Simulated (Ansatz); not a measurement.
# TiSi2(101) slab (72 atoms): support functions against a reference, part 3 of 3

Aim: test how closely localised support functions follow the reference on TiSi2(101) slab (72 atoms), and at what cost. A setting counts as converged where the r.m.s. difference of forces stays under 1 % of the r.m.s. force.

Ansatz 0.2.0; Kohn-Sham DFT, PBE, PAW (set soft_2), plane waves.

The cell: 24 Ti and 48 Si. Beside vacuum, support functions can miss their usual error bounds without a warning.

So far. Step 11 (Support functions medium, spacing 0.183 Å): Forces differ from the reference by 0.26 meV/Å r.m.s., 0.064 % of their size, well within a tolerance of 1 %; the energy by -0.87 meV/atom. The two runs also began from different starting densities, which bears on cycles and time.

The database entry behind the starting cell is an old determination (1939), so it need not match the best structure at ambient conditions.

## Step 12: The ladder side by side

Each row is set against the plane-wave reference (Kohn-Sham DFT, PBE, PAW (set soft_2), plane waves; r.m.s. force component 0.415 eV/Å). Energies are set beside the reference only for runs with its functional, potentials and electron count. Times are for 4 threads of Arm Neoverse V2, shared host. The reference's time includes the DOS and grids, which some other runs skip.

```csv
run,"Δ force, r.m.s. (meV/Å)",share of r.m.s. force (%),Δ energy (meV/atom),cycles,time,host memory (GiB)
reference,-,-,-,10,2.7 min,6.1
support functions medium,0.297,0.0717,-0.703,15,2.5 min,3.9
support functions low,0.344,0.083,-0.703,13,2.2 min,3.8
support functions high,0.203,0.0488,-0.865,19,7.9 min,6.0
"support functions medium, spacing 0.343 Å",83.9,20.2,-0.976,15,1.7 min,2.5
"support functions medium, spacing 0.297 Å",6.47,1.56,-3.42,15,1.9 min,2.8
"support functions medium, spacing 0.263 Å",1.35,0.325,-1.03,15,2.2 min,3.3
"support functions medium, spacing 0.206 Å",0.304,0.0733,-0.816,15,2.6 min,4.1
"support functions medium, spacing 0.183 Å",0.264,0.0635,-0.867,15,3.3 min,4.6
```

## Step 13: The reference in detail

With the settings judged, the reference run is read for its physics.

Length of the force by element:

```csv
element,coordination,atoms,mean length of the force (eV/Å),spread,least,most
Si,all,48,0.575,0.237,0.143,1.38
Ti,all,24,0.789,0.391,0.212,1.74
```

Löwdin charges by element (they lack the spilled electrons, 0.072 e an atom on average):

```csv
element,coordination,atoms,mean charge (e),spread,least,most
Si,all,48,-0.111,0.0684,-0.273,-0.0593
Ti,all,24,0.439,0.0769,0.346,0.557
```

Density of states as counts of states in windows of 1 eV (from the Fermi level), total and the larger projections:

```csv
from (eV),to (eV),total,Ti d,Si p,Si s,Ti s
-18,-13,0.0,0.0,0.0,0.0,0.0
-13,-12,1.3,0.0,0.1,0.7,0.5
-12,-11,7.2,0.1,1.3,3.9,1.9
-11,-10,13.3,0.4,3.7,7.5,1.5
-10,-9,11.9,0.6,4.0,6.4,0.7
-9,-8,16.4,1.4,5.6,8.3,0.9
-8,-7,16.1,1.7,5.6,7.8,0.8
-7,-6,17.0,2.1,5.2,8.6,0.8
-6,-5,15.0,1.8,6.0,5.9,0.9
-5,-4,23.5,3.2,15.0,3.5,1.4
-4,-3,27.6,4.8,17.3,3.3,1.5
-3,-2,39.1,10.0,23.6,3.5,0.9
-2,-1,54.3,23.0,26.2,2.5,0.8
-1,0,45.4,27.0,14.6,1.6,0.5
0,1,41.0,27.0,9.8,1.5,0.7
1,2,41.4,28.6,7.8,1.8,1.2
```

The stored curve holds about 288 of the 480 electrons; the rest, give or take the few that broadening carries across the Fermi level, lie in deeper levels below its range.

The levels nearest the highest filled one (over half full), pooled over k-points and spins:

```csv
level less the highest filled one (eV),occupation
-0.0696,1.61
-0.0362,1.36
-0.018,1.20
-0.0148,1.17
-0.0061,1.08
0,1.02
0.0113,0.907
0.0303,0.724
0.0387,0.648
0.0429,0.612
0.0563,0.504
0.0626,0.458
```

Planar average of the electrostatic potential energy along the normal, with the Fermi level as zero, after a running mean with a triangular window 4 Å wide at its base:

```csv
height (Å),potential energy (eV)
0.0,4.21
0.7,4.21
1.4,4.21
2.0,4.20
2.7,4.20
3.5,4.15
4.2,3.91
4.9,2.74
5.6,-0.31
6.2,-4.27
6.9,-7.35
7.6,-8.50
8.3,-8.63
9.0,-8.67
9.8,-8.69
10.4,-8.69
11.1,-8.68
11.8,-8.66
12.5,-8.67
13.2,-8.69
13.8,-8.70
14.5,-8.70
15.3,-8.69
16.0,-8.66
16.7,-8.58
17.4,-7.74
18.0,-5.01
18.7,-1.08
19.4,2.29
20.1,3.80
20.7,4.14
21.6,4.20
22.2,4.21
22.9,4.21
23.6,4.21
24.3,4.21
```

Electrostatic potential energy in the ca plane at fractional y = 0.016, with atoms of Ti and Si within 0.2 Å of it. With pseudopotentials it is smooth inside the atoms' cores, unlike the true potential.

Ten even steps from '0' (-43 eV) to '9' (9 eV), each cell a mean:
```
88999899840016898899988889888889999999999999
47899999720005899999864578988899999999999999
03799999840016899998610048999999999999999999
02789899875468998898500038999999999999999999
04788889988889988888610048998999999999999999
57888889998889987788864578888899999999999999
89998888987678988889988899887899999999999999
89998889852137888899988899888899999999999999
67899999730005899999865688988899999999999999
25799999730005899998632358999999999999999999
13689999863147899998421137999999999999999999
13688889987788998898521247999999999999999999
35888889998889988888743468888899999999999999
78898889987788988889877789887899999999999999
89998888864347898899988899887899999999999999
78999998742125899999877789888899999999999999
26899999731125899999741268999999999999999999
02799999852236899998500027999999999999999999
02789899876568999998500027999999999999999999
15888889998889998888731258988999999999999999
78998889998889988889877789888899999999999999
89998888875468988889998899887889999999999999
```
Columns run along c (16.0 Å, from fractional 0.30 to 0.95 of the cell; values clipped at the 3rd and 97th percentile), rows up along a (8.2 Å). Atoms in or near the plane, at fractional coordinates: Ti at (0.46, 0.25), Si at (0.46, 0.58), Si at (0.46, 0.92), Ti at (0.63, 0.50), Si at (0.63, 0.83), Si at (0.63, 0.17).

Valence density in the ca plane at fractional y = 0.016, with atoms of Ti and Si within 0.2 Å of it. It is the smooth field of the valence electrons, not physical close to the nuclei.

Values in e/Å³, 12 rows by 16 columns, each cell a mean:
```
0.0 0.0 0.0 0.0 0.0 0.0 0.2 0.3 0.2 0.2 0.4 0.2 0.3 0.2 0.2 0.3
0.0 0.0 0.0 0.0 0.0 0.1 0.3 0.3 0.3 0.2 0.3 0.3 0.3 0.2 0.3 0.2
0.0 0.0 0.0 0.0 0.0 0.1 0.3 0.3 0.3 0.3 0.2 0.3 0.2 0.3 0.4 0.3
0.0 0.0 0.0 0.0 0.0 0.0 0.2 0.3 0.3 0.3 0.3 0.3 0.3 0.4 0.3 0.3
0.0 0.0 0.0 0.0 0.0 0.0 0.2 0.5 0.2 0.2 0.3 0.2 0.3 0.3 0.2 0.7
0.0 0.0 0.0 0.0 0.0 0.0 2.2 4.5 0.3 0.2 0.3 0.3 0.2 0.2 0.7 6.3
0.0 0.0 0.0 0.0 0.0 0.0 1.9 4.0 0.3 0.3 0.2 0.3 0.2 0.3 0.6 5.0
0.0 0.0 0.0 0.0 0.0 0.0 0.2 0.4 0.3 0.4 0.3 0.7 0.3 0.3 0.2 0.4
0.0 0.0 0.0 0.0 0.0 0.1 0.3 0.3 0.2 0.3 1.4 6.6 0.5 0.2 0.2 0.4
0.0 0.0 0.0 0.0 0.0 0.1 0.3 0.3 0.2 0.2 1.0 4.8 0.4 0.2 0.3 0.2
0.0 0.0 0.0 0.0 0.0 0.1 0.3 0.3 0.3 0.3 0.2 0.3 0.2 0.3 0.3 0.3
0.0 0.0 0.0 0.0 0.0 0.0 0.2 0.3 0.2 0.3 0.3 0.4 0.3 0.3 0.2 0.3
```
Columns run along c (16.0 Å, from fractional 0.00 to 0.66 of the cell), rows up along a (8.2 Å). Atoms in or near the plane, at fractional coordinates: Ti at (0.29, 0.49), Si at (0.29, 0.83), Si at (0.29, 0.17), Ti at (0.46, 0.25), Si at (0.46, 0.58), Si at (0.46, 0.92), Ti at (0.63, 0.50), Si at (0.63, 0.83), Si at (0.63, 0.17).

Mean Löwdin charges: Si -0.11, Ti +0.44 e (they miss 1.1 % of the electrons, so they add up to more than the cell's charge). Charges this small depend on the projection, at times even in sign. Within 0.4 eV of the Fermi level the largest share is Ti d (63 % of the projected weight). The potential stands 4.21 eV above the Fermi level over the upper face and 4.20 eV under the lower one, a reading of the work function, with no dipole correction.

## Step 14: Distances and neighbours

These statistics describe the geometry on which the runs were made.

Normalised to the volume that the atoms fill. Pair distribution functions g(r), in bins of 0.1 Å:

```csv
r (Å),total,Si-Si,Si-Ti,Ti-Ti
2.25,0.00,0.00,0.00,0.00
2.35,0.11,0.12,0.12,0.00
2.45,0.91,0.34,1.71,0.00
2.55,4.77,3.85,6.87,0.00
2.65,1.75,1.18,2.75,0.00
2.75,5.64,4.41,8.29,0.00
2.85,1.00,0.69,1.56,0.00
2.95,0.00,0.00,0.00,0.00
3.05,0.13,0.15,0.00,0.59
3.15,1.91,2.85,0.00,5.81
3.25,1.95,2.99,0.00,5.59
3.35,0.00,0.00,0.00,0.00
3.45,0.00,0.00,0.00,0.00
3.55,0.00,0.00,0.00,0.00
3.65,0.00,0.00,0.00,0.00
3.75,0.00,0.00,0.00,0.00
3.85,0.00,0.00,0.00,0.00
3.95,0.00,0.00,0.00,0.00
4.05,0.02,0.00,0.04,0.00
4.15,1.57,1.24,2.28,0.00
4.25,2.46,1.89,3.63,0.00
4.35,0.24,0.04,0.52,0.00
4.45,1.07,0.95,1.47,0.00
4.55,0.87,0.77,1.01,0.66
4.65,1.43,2.08,0.07,4.25
4.75,1.82,2.65,0.00,5.78
4.85,1.37,2.13,0.00,3.78
4.95,0.57,0.86,0.00,1.71
5.05,0.00,0.00,0.00,0.00
5.15,0.00,0.00,0.00,0.00
5.25,0.08,0.05,0.12,0.00
5.35,1.47,1.09,2.22,0.00
5.45,1.92,1.36,2.95,0.00
5.55,1.86,1.44,2.75,0.00
5.65,1.28,1.00,1.88,0.00
5.75,0.03,0.04,0.02,0.00
5.85,0.30,0.38,0.00,1.13
5.95,0.70,1.12,0.00,1.81
6.05,0.05,0.06,0.00,0.23
6.15,0.00,0.00,0.00,0.00
6.25,0.13,0.05,0.25,0.00
6.35,1.06,0.76,1.62,0.00
6.45,0.69,0.57,0.98,0.00
6.55,1.79,1.54,2.30,0.71
```

Local excerpt of 15 atoms (numbers count through the whole input) about Ti26, which bears the longest force among the free atoms; x, y, z are measured from there.

```csv
atom,x,y,z,distance (Å),Löwdin charge (e),Fx,Fy,Fz (eV/Å)
Ti26,0.00,0.00,0.00,0.00,0.38,-0.06,-1.66,-0.52
Si39,-0.67,2.34,0.02,2.43,-0.07,-0.50,0.61,-0.35
Si64,0.66,1.19,2.07,2.47,-0.06,0.32,0.07,0.49
Si38,0.69,-1.35,-2.14,2.62,-0.10,0.38,-0.09,0.57
Si37,-0.68,-2.55,0.00,2.63,-0.10,-0.02,0.46,-0.35
Si33,-1.37,1.09,-2.08,2.72,-0.08,0.26,-0.16,0.09
Si43,2.73,-0.04,0.02,2.73,-0.09,0.23,-0.07,-0.31
Si44,1.40,1.11,-2.09,2.75,-0.08,-0.26,-0.25,-0.06
Si34,-2.76,-0.09,-0.02,2.76,-0.08,-0.11,-0.10,-0.24
Si68,1.36,-1.25,2.07,2.77,-0.08,-0.09,-0.11,0.02
Si57,-1.41,-1.29,2.06,2.81,-0.07,0.31,0.62,0.26
Ti31,2.01,2.43,-0.04,3.16,0.38,0.76,-0.82,0.31
Ti56,-2.09,1.20,2.06,3.17,0.39,0.47,-0.59,0.39
Ti30,-1.99,-1.36,-2.13,3.21,0.38,-0.61,-0.13,0.70
Ti29,2.09,-2.52,-0.05,3.27,0.37,-0.53,0.14,0.40
```

## Step 15: Results

```
free energy per atom                          : -1257.3671 eV/atom
r.m.s. force component                        : 0.415 eV/Å
potential in mid-vacuum, over the Fermi level : 4.208 eV
wall time of the 10 DFT runs                  : 28 min
```

In words: Against plane waves at 420 eV, the forces differ by 0.30 meV/Å (0.072 %) with support functions medium, and by 0.20 meV/Å in the closest run (support functions high). Differences between support functions and plane waves include what basis error the plane-wave run still has. As the typed spacing goes from 0.183 to 0.343 Å, the force difference goes from 0.26 to 84 meV/Å, and the time from 3.3 min to 1.7 min.

35 levels are partly filled, by over 2 % (on the run's k-points): at this level the cell shows no clear gap. Levels of broken or missing bonds inside a gap of the host would look the same. The potential stands 4.21 eV above the Fermi level over the upper face and 4.20 eV under the lower one, a reading of the work function, with no dipole correction.

**Limits.** The geometry was built by rule, was displaced at random and isn't relaxed at this level: its force components are 0.42 eV/Å r.m.s.

[Logs are printed without paths, hosts, clocks, repeated set-up lines and the standing remarks that a program may print on its own settings, such as how far it seeks lower states.]

[Hosts, paths, dates, database ids (printed as entryN), source tags and the programs' standing remarks are cut or masked in the printed files.]
